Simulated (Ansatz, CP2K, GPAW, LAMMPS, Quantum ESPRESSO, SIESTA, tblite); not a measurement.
# Glassy 77SiO2-6B2O3-8CaO-8MgO (mol %) (142 atoms): other programs against plane waves

One geometry of glassy 77SiO2-6B2O3-8CaO-8MgO (mol %) (142 atoms) is solved by several programs and methods. How far do their forces lie from a plane-wave PBE run?

Results are calculated, not measured.

### 1. The structure

The cell holds 142 atoms (37 Si, 6 B, 4 Ca, 4 Mg and 91 O), with edges of 12.16, 12.16 and 12.16 Å. Recipe: 142 atoms (37 Si, 6 B, 4 Ca, 4 Mg, 91 O) placed at random at 2.31 g/cm³, melted at 3000 K for 20 ps at fixed volume with the Buckingham and Coulomb pair potential of Guillot and Sator (Geochim. Cosmochim. Acta 71, 1249 (2007)) with the boron terms of Wang et al. (J. Non-Cryst. Solids 498, 294 (2018)). Quenched from 3000 K to 300 K at 300 K/ps and fixed volume, held 10 ps at zero pressure. The density is 2.60 g/cm³.

### 2. The reference input

Quantum ESPRESSO 7.5: Kohn-Sham DFT, PBE, SSSP efficiency 1.3.0 pseudopotentials, plane waves. Its input, pw.in:

```
&control
  calculation = 'scf'
  pseudo_dir = './pseudo'
  outdir = './tmp'
  disk_io = 'none'
  tprnfor = .true.
  tstress = .true.
/
&system
  ibrav = 0
  nat = 142
  ntyp = 5
  ecutwfc = 60
  ecutrho = 480
  nosym = .true.
  occupations = 'smearing'
  smearing = 'fd'
  degauss = 0.003675
/
&electrons
  conv_thr = 7.1e-07
  electron_maxstep = 100
  mixing_beta = 0.4
  mixing_mode = 'plain'
  diagonalization = 'david'
/
ATOMIC_SPECIES
Si 28.085 Si.upf
B 10.810 B.upf
Ca 40.078 Ca.upf
Mg 24.305 Mg.upf
O 15.999 O.upf
CELL_PARAMETERS angstrom
12.16067 0.00000 0.00000
0.00000 12.16067 0.00000
0.00000 0.00000 12.16067
ATOMIC_POSITIONS crystal
Si 0.29333 0.51985 0.58858
Si 0.74908 0.85171 0.94553
Si 0.01626 0.26141 0.86366
Si 0.94054 0.73350 0.80507
[... 136 atom lines left out ...]
O 0.95156 0.15012 0.89818
O 0.18198 0.83930 0.00820
K_POINTS gamma
```

```console
$ OMP_NUM_THREADS=1 mpirun -np 4 pw.x -in pw.in > output.txt
```

Elapsed: 7.4 min, on 4 MPI ranks of Arm Neoverse V1, shared host; peak memory 7.4 GiB.

It converged with an r.m.s. force component of 1.2 eV/Å and a pressure of 1.4 GPa.

Its highest filled and lowest empty levels lie 2.08 eV apart on its k-points.

### 3. The other programs

- CP2K 2026.2: Gaussian basis with GTH pseudopotentials and a plane-wave density; labels give functional, basis (MOLOPT sets; SR short-range, UZH the newer set with its own potentials), grid cutoff/relative cutoff and solver (OT: orbital transformation; TRS4, TC2, SIGN: linear-scaling purification with its sparsity filter), or its built-in tight binding.
- GPAW 26.7.0: PAW with atomic orbitals (LCAO), plane waves or a real-space grid of spacing h.
- SIESTA 5.4.2: numerical atomic orbitals, whose automatically made sets are far from complete, with PseudoDojo norm-conserving potentials that we converted to its format (checked against plane waves on the same files for H, C, O, Si, Ge and Ca alone); labels give functional, basis size, energy shift and mesh cutoff.
- tblite 0.8.0: extended tight binding, driven from Python.

All use the same cell and atoms, and the electronic-structure runs the same k-mesh.

### 4. All runs compared

Differences are against the reference: forces as r.m.s. over components, share as that over the reference's r.m.s. force, slope as the fitted ratio of a run's forces to the reference's.

| run | Δ force, r.m.s. (meV/Å) | share (%) | slope | Δ pressure (GPa) | Δ gap (eV) | cores | CPU time | memory (GiB) |
| --- | --- | --- | --- | --- | --- | --- | --- | --- |
| reference | - | - | - | - | - | 4 | 30 min | 7.4 |
| CP2K GFN1-xTB, OT DIIS | 859 | 73.2 | 0.695 | -14.2 | - | 1 | 15 s | 0.55 |
| CP2K PBE, DZVP-MOLOPT-SR, 1200/60 Ry, TRS4 filter 1e-05, SCF 1e-06 | 127 | 10.8 | 1.020 | 0.394 | - | 2 | 11 min | 6.2 |
| CP2K PBE, DZVP-UZH, 1200/60 Ry, OT DIIS | 117 | 9.97 | 1.018 | 0.460 | -0.0741 | 2 | 30 min | 6.2 |
| GPAW PBE, LCAO dzp, h 0.18 Å | 312 | 26.6 | 1.094 | - | -0.177 | 2 | 7.7 min | 3.2 |
| GPAW PBE, LCAO sz(dzp), h 0.18 Å (coarse) | 1012 | 86.2 | 1.090 | - | -0.756 | 1 | 1.7 min | 1.9 |
| SIESTA PBE, DZP, shift 0.01 Ry, mesh 500 Ry | 216 | 18.4 | 1.069 | 2.53 | -0.187 | 4 | 12 min | 4.0 |
| SIESTA PBE, SZ, shift 0.01 Ry, mesh 500 Ry (coarse) | 1003 | 85.4 | 1.181 | 20.6 | -1.15 | 1 | 3.5 min | 1.6 |
| SIESTA PBE, SZ, shift 0.02 Ry, mesh 500 Ry (coarse) | 825 | 70.3 | 1.194 | 12.7 | -1.25 | 1 | 2.9 min | 1.4 |
| tblite GFN1-xTB | 639 | 54.4 | 0.681 | 4.00 | - | 1 | 11 s | 0.17 |

Rows marked coarse were listed beforehand as settings not expected to be converged; some can still land near the reference.

CPU time is summed over cores on shared hosts, so it is rough.

### 5. What came out

Forces lie from 10.0 % (CP2K PBE, DZVP-UZH, 1200/60 Ry, OT DIIS) to 86 % (GPAW PBE, LCAO sz(dzp), h 0.18 Å, coarse) of the reference's r.m.s. force of 1.2 eV/Å away from it. The PBE runs in local orbitals, coarse settings apart, differ by 10.0 % (CP2K PBE, DZVP-UZH, 1200/60 Ry, OT DIIS) to 27 % (GPAW PBE, LCAO dzp, h 0.18 Å); basis, grid and potentials can all enter. Tight binding differs by 54 % (tblite GFN1-xTB) to 73 % (CP2K GFN1-xTB, OT DIIS); it is another model, with fitted parameters of its own, and the xTB methods hold dispersion. Runs with settings chosen to be coarse differ by 70 % (SIESTA PBE, SZ, shift 0.02 Ry, mesh 500 Ry) to 86 % (GPAW PBE, LCAO sz(dzp), h 0.18 Å), their programs' other errors included.

Pressures at PBE, coarse settings apart, lie +0.39 to +2.53 GPa from the reference's. Gaps at PBE, coarse settings apart, lie -0.19 to -0.07 eV from the reference's.

Caveats: Periodic xTB results under one method name differ between programs and library versions. The potentials hold different valence shells: 760 electrons in the reference, 792 in CP2K with DZVP-UZH, 792 in GPAW and 792 in SIESTA; this bears on time and differences. The reference's pressure holds the uncorrected Pulay stress of its 60 Ry basis, so small pressure differences may be the reference's own error. The quench rate of 300 K/ps is many orders above laboratory rates, so the cell is likely richer in defects and strain than a real sample. The network of bonds at the start is that of the classical potential that made the cell, and needn't be the one that DFT or experiment would give. The reference's stress is far from hydrostatic: its diagonal is 1.8, 3.3, -0.8 GPa, compression counted positive. The electronic-structure runs sample only Γ, in a cell whose shortest periodic width is 12 Å. Where levels are smeared, the DFT runs use Fermi–Dirac occupations at 580 K (0.05 eV), and energies are free energies. The reference's cutoffs and mesh weren't converged further here.

[Logs are printed without paths, hosts, clocks, repeated set-up lines and the standing remarks that a program may print on its own settings, such as how far it seeks lower states.]

[Hosts, paths, dates, database ids (printed as entryN), source tags and the programs' standing remarks are cut or masked in the printed files.]

[Cells were taken only where this reference lay near another plane-wave run.]
